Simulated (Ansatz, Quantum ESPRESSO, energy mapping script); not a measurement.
# Spin model of MnS from collinear orders, part 2 of 2

Wanted: the magnetic order of MnS, its couplings and an estimate of its ordering temperature, by LDA+U (3.6 eV), QE, GBRV.

LDA with U = 3.6 eV on Mn d, ortho-atomic projectors; plane waves, U on orthogonalised atomic orbitals unless named otherwise, collinear spin, no spin–orbit coupling.

So far. Step 3 (Order 2: compensated +−, cell A of 4 atoms): The run ends antiferromagnetic, 73.29 meV a magnetic atom below the parallel order of its cell. Step 4 (Run 3 (parallel; cell B, 4 atoms)): The run ends ferromagnetic. For each magnetic atom its energy differs from the parallel run of the first cell by 1.01 meV, an error that one common reference would have brought in.

The database entry behind the starting cell differs from later determinations by our own check (an axis about 0.2 % short against later determinations), so it need not match the best structure at ambient conditions.

## 5. Compensated +− start in cell B (4 atoms)

Level of this step: LDA with U = 3.6 eV on Mn d, ortho-atomic projectors, GBRV potentials (Quantum ESPRESSO).

This order reverses 8 of the 12 neighbours at 3.68 Å, 0 of the 6 neighbours at 5.21 Å and 16 of the 24 neighbours at 6.38 Å, counted for an average magnetic atom.

File pw.in:

```
&control
  calculation = 'scf'
  prefix = 'pw'
  outdir = './tmp/'
  pseudo_dir = './pseudo/'
  verbosity = 'low'
/
&system
  ibrav = 0
  nat = 4
  ntyp = 3
  ecutwfc = 45
  ecutrho = 360
  nbnd = 33
  occupations = 'smearing'
  smearing = 'fd'
  degauss = 0.00367493
  nspin = 2
  starting_magnetization(1) = 0.3000
  starting_magnetization(2) = -0.3000
/
&electrons
  conv_thr = 1.0e-08
  electron_maxstep = 120
  mixing_beta = 0.3
  mixing_mode = 'plain'
/
ATOMIC_SPECIES
  Mn1 54.9380 Mn.upf
  Mn2 54.9380 Mn.upf
  S 32.0600 S.upf
CELL_PARAMETERS angstrom
  0.00000000 -2.60450000 -2.60450000
  0.00000000 2.60450000 -2.60450000
  5.20900000 0.00000000 0.00000000
ATOMIC_POSITIONS crystal
  Mn1 0.50000000 0.50000000 0.50000000
  Mn2 0.00000000 0.00000000 0.00000000
  S 0.50000000 0.50000000 0.00000000
  S 0.00000000 0.00000000 0.50000000
K_POINTS automatic
  6 6 4 0 0 0
HUBBARD {ortho-atomic}
U Mn1-3d 3.6
U Mn2-3d 3.6
```

On the command line:

```bash
$ OMP_NUM_THREADS=1 mpirun -n 4 pw.x -nk 4 -in pw.in > pw.out
```

Output:

```text
[banner, memory and clock lines left out]
Program PWSCF v.7.5 starts
[...]
unit-cell volume          =     476.9026 (a.u.)^3
     number of atoms/cell      =            4
[...]
number of electrons       =        42.00
     number of Kohn-Sham states=           33
     kinetic-energy cutoff     =      45.0000  Ry
     charge density cutoff     =     360.0000  Ry
[...]
The total energy is F=E-TS. E is the sum of the following terms:
     one-electron contribution =    -265.64345692 Ry
     hartree contribution      =     147.66865143 Ry
     xc contribution           =     -69.63134592 Ry
     ewald contribution        =    -282.98656422 Ry
     Hubbard energy            =       0.08378528 Ry
     total magnetization       =     0.00 Bohr mag/cell
     absolute magnetization    =     9.61 Bohr mag/cell
     convergence has been achieved in  11 iterations
[key lines of the parts left out:]
!    total energy              =    -470.50893134 Ry
the Fermi energy is    10.3027 ev
```

Elapsed: 24 s, on 4 MPI ranks of Arm Neoverse V2, shared host; peak memory 0.58 GiB; 98 s of CPU time.

The run ends antiferromagnetic, 19.67 meV a magnetic atom below the parallel order of its cell.

## 6. Run 5 (parallel; cell C, 6 atoms)

The parallel order again, as the reference for this cell.

File pw.in:

```
&control
  calculation = 'scf'
  prefix = 'pw'
  outdir = './tmp/'
  pseudo_dir = './pseudo/'
  verbosity = 'low'
/
&system
  ibrav = 0
  nat = 6
  ntyp = 2
  ecutwfc = 45
  ecutrho = 360
  nbnd = 54
  occupations = 'smearing'
  smearing = 'fd'
  degauss = 0.00367493
  nspin = 2
  starting_magnetization(1) = 0.3000
/
&electrons
  conv_thr = 1.5e-08
  electron_maxstep = 120
  mixing_beta = 0.3
  mixing_mode = 'plain'
/
ATOMIC_SPECIES
  Mn 54.9380 Mn.upf
  S 32.0600 S.upf
CELL_PARAMETERS angstrom
  0.00000000 2.60450000 2.60450000
  -2.60450000 0.00000000 -2.60450000
  -5.20900000 -5.20900000 5.20900000
ATOMIC_POSITIONS crystal
  Mn 0.00000000 0.00000000 0.00000000
  Mn 0.33333333 0.66666667 0.66666667
  Mn 0.66666667 0.33333333 0.33333333
  S 0.66666667 0.33333333 0.83333333
  S 0.00000000 0.00000000 0.50000000
  S 0.33333333 0.66666667 0.16666667
K_POINTS automatic
  7 7 3 0 0 0
HUBBARD {ortho-atomic}
U Mn-3d 3.6
```

Output:

```text
[banner, memory and clock lines left out]
Program PWSCF v.7.5 starts
[...]
unit-cell volume          =     715.3539 (a.u.)^3
     number of atoms/cell      =            6
[...]
number of electrons       =        63.00
     number of Kohn-Sham states=           54
     kinetic-energy cutoff     =      45.0000  Ry
     charge density cutoff     =     360.0000  Ry
[...]
The total energy is F=E-TS. E is the sum of the following terms:
     one-electron contribution =    -398.47550607 Ry
     hartree contribution      =     221.54691424 Ry
     xc contribution           =    -104.47044010 Ry
     ewald contribution        =    -424.47984633 Ry
     Hubbard energy            =       0.11959814 Ry
     total magnetization       =    15.00 Bohr mag/cell
     absolute magnetization    =    15.00 Bohr mag/cell
     convergence has been achieved in  10 iterations
[key lines of the parts left out:]
!    total energy              =    -705.75929249 Ry
the Fermi energy is    10.1917 ev
```

It took 38 s on 4 MPI ranks; peak memory 0.8 GiB.

The run ends ferromagnetic. For each magnetic atom its energy differs from the parallel run of the first cell by -0.02 meV, an error that one common reference would have brought in.

## 7. Run 6 (uncompensated ++−; cell C, 6 atoms)

This order reverses 4 of the 12 neighbours at 3.68 Å, 4 of the 6 neighbours at 5.21 Å and 12 of the 24 neighbours at 6.38 Å, counted for an average magnetic atom.

pw.in: that of step 6 with these lines changed.

```diff
@@ -10,6 +10,6 @@
   nat = 6
-  ntyp = 2
+  ntyp = 3
   ecutwfc = 45
   ecutrho = 360
-  nbnd = 54
+  nbnd = 49
   occupations = 'smearing'
@@ -19,2 +19,3 @@
   starting_magnetization(1) = 0.3000
+  starting_magnetization(2) = -0.3000
 /
@@ -27,3 +28,4 @@
 ATOMIC_SPECIES
-  Mn 54.9380 Mn.upf
+  Mn1 54.9380 Mn.upf
+  Mn2 54.9380 Mn.upf
   S 32.0600 S.upf
@@ -34,5 +36,5 @@
 ATOMIC_POSITIONS crystal
-  Mn 0.00000000 0.00000000 0.00000000
-  Mn 0.33333333 0.66666667 0.66666667
-  Mn 0.66666667 0.33333333 0.33333333
+  Mn1 0.00000000 0.00000000 0.00000000
+  Mn1 0.33333333 0.66666667 0.66666667
+  Mn2 0.66666667 0.33333333 0.33333333
   S 0.66666667 0.33333333 0.83333333
@@ -43,2 +45,3 @@
 HUBBARD {ortho-atomic}
-U Mn-3d 3.6
+U Mn1-3d 3.6
+U Mn2-3d 3.6
```

Output:

```text
[banner, memory and clock lines left out]
Program PWSCF v.7.5 starts
[...]
unit-cell volume          =     715.3539 (a.u.)^3
     number of atoms/cell      =            6
[...]
number of electrons       =        63.00
     number of Kohn-Sham states=           49
     kinetic-energy cutoff     =      45.0000  Ry
     charge density cutoff     =     360.0000  Ry
[...]
The total energy is F=E-TS. E is the sum of the following terms:
     one-electron contribution =    -398.67510503 Ry
     hartree contribution      =     221.68870592 Ry
     xc contribution           =    -104.43933503 Ry
     ewald contribution        =    -424.47984633 Ry
     Hubbard energy            =       0.13373067 Ry
     total magnetization       =     5.00 Bohr mag/cell
     absolute magnetization    =    14.25 Bohr mag/cell
     convergence has been achieved in  12 iterations
[key lines of the parts left out:]
!    total energy              =    -705.77184980 Ry
the Fermi energy is    10.2201 ev
```

Elapsed: 44 s, on 4 MPI ranks; peak memory 0.8 GiB; 2.9 min of CPU time.

The run ends ferrimagnetic, 56.98 meV a magnetic atom below the parallel order of its cell.

## 8. Run 7 (parallel; cell D, 6 atoms)

The parallel order again, as the reference for this cell.

This run holds the same structure in another cell (b 3.683 → 5.209 Å, c 9.022 → 6.380 Å, α 90.0 → 114.1°, β 90.0 → 106.8°, γ 120.0 → 90.0°).

File pw.in:

```
&control
  calculation = 'scf'
  prefix = 'pw'
  outdir = './tmp/'
  pseudo_dir = './pseudo/'
  verbosity = 'low'
/
&system
  ibrav = 0
  nat = 6
  ntyp = 2
  ecutwfc = 45
  ecutrho = 360
  nbnd = 54
  occupations = 'smearing'
  smearing = 'fd'
  degauss = 0.00367493
  nspin = 2
  starting_magnetization(1) = 0.3000
/
&electrons
  conv_thr = 1.5e-08
  electron_maxstep = 120
  mixing_beta = 0.3
  mixing_mode = 'plain'
/
ATOMIC_SPECIES
  Mn 54.9380 Mn.upf
  S 32.0600 S.upf
CELL_PARAMETERS angstrom
  0.00000000 -2.60450000 -2.60450000
  -5.20900000 0.00000000 0.00000000
  2.60450000 5.20900000 -2.60450000
ATOMIC_POSITIONS crystal
  Mn 0.66666667 0.66666667 0.33333333
  Mn 0.33333333 0.33333333 0.66666667
  Mn 0.00000000 0.00000000 0.00000000
  S 0.66666667 0.16666667 0.33333333
  S 0.33333333 0.83333333 0.66666667
  S 0.00000000 0.50000000 0.00000000
K_POINTS automatic
  6 6 6 0 0 0
HUBBARD {ortho-atomic}
U Mn-3d 3.6
```

Output:

```text
[banner, memory and clock lines left out]
Program PWSCF v.7.5 starts
[...]
unit-cell volume          =     715.3539 (a.u.)^3
     number of atoms/cell      =            6
[...]
number of electrons       =        63.00
     number of Kohn-Sham states=           54
     kinetic-energy cutoff     =      45.0000  Ry
     charge density cutoff     =     360.0000  Ry
[...]
The total energy is F=E-TS. E is the sum of the following terms:
     one-electron contribution =    -398.47544513 Ry
     hartree contribution      =     221.54670886 Ry
     xc contribution           =    -104.47031671 Ry
     ewald contribution        =    -424.47984633 Ry
     Hubbard energy            =       0.11962052 Ry
     total magnetization       =    15.00 Bohr mag/cell
     absolute magnetization    =    15.00 Bohr mag/cell
     convergence has been achieved in  10 iterations
[key lines of the parts left out:]
!    total energy              =    -705.75929441 Ry
the Fermi energy is    10.1773 ev
```

It took 91 s on 4 MPI ranks; peak memory 0.99 GiB.

The run ends ferromagnetic. For each magnetic atom its energy differs from the parallel run of the first cell by -0.02 meV, an error that one common reference would have brought in.

## 9. Run 8 (uncompensated ++−; cell D, 6 atoms)

This order reverses 6.67 of the 12 neighbours at 3.68 Å, 2.67 of the 6 neighbours at 5.21 Å and 8 of the 24 neighbours at 6.38 Å, counted for an average magnetic atom.

pw.in: that of step 8 with these lines changed.

```diff
@@ -10,6 +10,6 @@
   nat = 6
-  ntyp = 2
+  ntyp = 3
   ecutwfc = 45
   ecutrho = 360
-  nbnd = 54
+  nbnd = 49
   occupations = 'smearing'
@@ -19,2 +19,3 @@
   starting_magnetization(1) = 0.3000
+  starting_magnetization(2) = -0.3000
 /
@@ -27,3 +28,4 @@
 ATOMIC_SPECIES
-  Mn 54.9380 Mn.upf
+  Mn1 54.9380 Mn.upf
+  Mn2 54.9380 Mn.upf
   S 32.0600 S.upf
@@ -34,5 +36,5 @@
 ATOMIC_POSITIONS crystal
-  Mn 0.66666667 0.66666667 0.33333333
-  Mn 0.33333333 0.33333333 0.66666667
-  Mn 0.00000000 0.00000000 0.00000000
+  Mn1 0.66666667 0.66666667 0.33333333
+  Mn1 0.33333333 0.33333333 0.66666667
+  Mn2 0.00000000 0.00000000 0.00000000
   S 0.66666667 0.16666667 0.33333333
@@ -43,2 +45,3 @@
 HUBBARD {ortho-atomic}
-U Mn-3d 3.6
+U Mn1-3d 3.6
+U Mn2-3d 3.6
```

Output:

```text
[banner, memory and clock lines left out]
Program PWSCF v.7.5 starts
[...]
unit-cell volume          =     715.3539 (a.u.)^3
     number of atoms/cell      =            6
[...]
number of electrons       =        63.00
     number of Kohn-Sham states=           49
     kinetic-energy cutoff     =      45.0000  Ry
     charge density cutoff     =     360.0000  Ry
[...]
The total energy is F=E-TS. E is the sum of the following terms:
     one-electron contribution =    -398.60370956 Ry
     hartree contribution      =     221.62027968 Ry
     xc contribution           =    -104.43835226 Ry
     ewald contribution        =    -424.47984633 Ry
     Hubbard energy            =       0.13193098 Ry
     total magnetization       =     5.00 Bohr mag/cell
     absolute magnetization    =    14.23 Bohr mag/cell
     convergence has been achieved in  12 iterations
[key lines of the parts left out:]
!    total energy              =    -705.76969749 Ry
the Fermi energy is    10.3109 ev
```

Elapsed: 1.7 min, on 4 MPI ranks; peak memory 0.98 GiB.

The run ends ferrimagnetic, 47.22 meV a magnetic atom below the parallel order of its cell.

## 10. From energies to couplings

Each energy difference is a sum of couplings weighted by the pairs that the order reverses. A few near shells are fitted to the differences by least squares. Energies are those extrapolated to zero occupation width, not the free energies F.

The orders side by side; each is measured from the parallel order in the same cell and on the same mesh:

```csv
order,atoms,energy (meV a magnetic atom),moments (μB),moments kept as typed,"opposed neighbours at 3.68, 5.21, 6.38 Å"
parallel in cell A,4,0.00,4.46,yes,"0, 0, 0"
compensated +− in cell A,4,-73.29,4.36,yes,"6, 6, 12"
parallel in cell B,4,0.00,4.46,yes,"0, 0, 0"
compensated +− in cell B,4,-19.67,4.43,yes,"8, 0, 16"
parallel in cell C,6,0.00,4.46,yes,"0, 0, 0"
uncompensated ++− in cell C,6,-56.98,4.35 to 4.41,yes,"4, 4, 12"
parallel in cell D,6,0.00,4.46,yes,"0, 0, 0"
uncompensated ++− in cell D,6,-47.22,4.36 to 4.41,yes,"6.67, 2.67, 8"
```

The Heisenberg fit (each pair counts twice, positive J is ferromagnetic):

```csv
pair,distance (Å),neighbours,J (meV)
Mn–Mn,3.68,12,-1.11
Mn–Mn,5.21,6,-5.14
Mn–Mn,6.38,24,-0.111
```

Adding the shell at 7.37 Å gives -0.50, -4.9, -0.36 and -0.65 meV and a mean-field temperature of 166 K, an exact solve that tests nothing.

In mean field these couplings order at 238 K, at q = (0.50, 0.50, 0.50) in fractions of the conventional cell's reciprocal vectors, and give a Curie–Weiss temperature of -362 K.

## 11. Ordering temperature by Monte Carlo

Mean field ignores fluctuations and overstates the ordering temperature, so the model is also sampled. The heat capacity peaks where order sets in.

Classical unit spins with these couplings on 8×8×4 copies of a cell that holds the lowest order (512 spins), heat-bath sweeps, cooled from random directions, 1009 sweeps to settle and 3027 measured at each temperature, averaged over 4 runs.

```csv
T (K),order along the lowest pattern,net moment,heat capacity (k_B a spin)
28.6,0.46,0.01,1.05
48.9,0.46,0.01,1.11
79.4,0.36,0.01,1.19
99.8,0.38,0.01,1.21
120,0.34,0.02,1.37
151,0.29,0.02,1.76
161,0.27,0.02,1.92
171,0.22,0.02,1.83
191,0.16,0.02,1.24
212,0.12,0.02,0.70
242,0.09,0.02,0.37
262,0.08,0.03,0.29
```

The smoothed heat capacity peaks at 161 K. The order column follows one pattern alone; equivalent domains or another pattern share the rest.

## 12. Comparison

The first set of orders, under PBE+U (3.6 eV), QE, GBRV, took 27 min of CPU time summed over its finished orders (seed run apart), these 27 min.

```csv
quantity,this set,first set
"J at 3.68 Å, meV",-1.11,-1.39
"J at 5.21 Å, meV",-5.14,-4.13
"J at 6.38 Å, meV",-0.111,-0.0923
"ordering temperature, mean field, K",238,192
"heat-capacity peak, Monte Carlo, K",161,129
```

The coupling that led in the first set goes from -4.13 to -5.14 meV.

## 13. Summary of results

```json
{"lowest order tried": "compensated +− in cell A", "largest fitted value, Mn–Mn at 5.21 Å": "-5.14 meV", "ordering temperature, mean field": "238 K", "heat-capacity peak, Monte Carlo": "161 K"}
```

What this shows: Of the orders tried, MnS prefers the order “compensated +− in cell A” under LDA+U (3.6 eV), QE, GBRV, with 6 of 12 neighbours at 3.68 Å, 6 of 6 neighbours at 5.21 Å and 12 of 24 neighbours at 6.38 Å opposed. The coupling at 5.21 Å is 1.2 times that of the first set, at 1.0 times the CPU time. The largest fitted coupling is the Mn–Mn pair at 5.21 Å, antiferromagnetic at -5.1 meV, across a ligand at about 180°. The straight metal–ligand–metal path outweighs the right-angled one, the pattern expected of superexchange through one ligand p orbital, which these runs do not test. The orders also reverse pairs at 7.37 Å, which are not fitted, so the fitted values hold their part too. With 4 differences for 3 couplings the fit misses by 4.3 meV at most, which is not small: farther shells, terms beyond the Heisenberg form or the mesh can cause that. In the fitted orders moments change by up to 2.4 % against the parallel run of the same cell, so their size stays put. One more shell, at 7.37 Å, moves the mean-field temperature from 238 to 166 K, so the temperatures, and any agreement with experiment, hang on where the fit is cut. Monte Carlo puts the peak at 0.68 of the mean-field temperature, since mean field leaves out fluctuations. In tests on simple cubic and body-centred models such peaks lay 5 to 6 % under the bulk value. On cooling, the order along the one computed pattern stays at or under 0.46: the model settles in an equivalent domain, a degenerate mixture or another order. The parallel order holds 5 μB a magnetic atom, spin 2.5; the common factor (S+1)/S would raise the classical 161 K to 226 K, a correction that often overshoots. The classical value and the one scaled by (S+1)/S differ by a factor of 1.4, so closeness of either to the measured temperature is partly a matter of convention.

1 further run of the session is left out of this account and of its counts and ranges: runs hit by known faults of a program or its files, repeats, responses too ill-conditioned to give a U, cells squeezed past sense, harmless faults, or fits whose shells could not be counted again from the structure.

Comparison with the measured values:

```
                             quantity  measured  LDA+U (3.6 eV), QE, GBRV, Monte Carlo  LDA+U (3.6 eV), QE, GBRV, Monte Carlo × (S+1)/S
ordering temperature (spin model) (K)       150                           161 (+7.6 %)                                    226 (+50.6 %)
```

Measured values from arxiv:1108.4537 (2011).

How well it matches: For the ordering temperature, of the levels listed nearest comes LDA+U (3.6 eV), QE, GBRV, Monte Carlo (+7.6 %, good agreement) and farthest LDA+U (3.6 eV), QE, GBRV, Monte Carlo × (S+1)/S (+50.6 %, a clear miss). A U picked for its result is no test. No cell relaxation is part of this session.

[Logs and program files are shortened in this print: banners, set-up blocks, solver, clock and traceback lines can be left out without a mark of their own.]

[Logs are printed without paths, hosts, clocks, repeated set-up lines and the standing remarks that a program may print on its own settings, such as how far it seeks lower states.]

[Hosts, paths, dates, database ids (printed as entryN), source tags and the programs' standing remarks are cut or masked in the printed files.]

[Where a cell is said to come from a database of computed structures, the database is the Materials Project.]
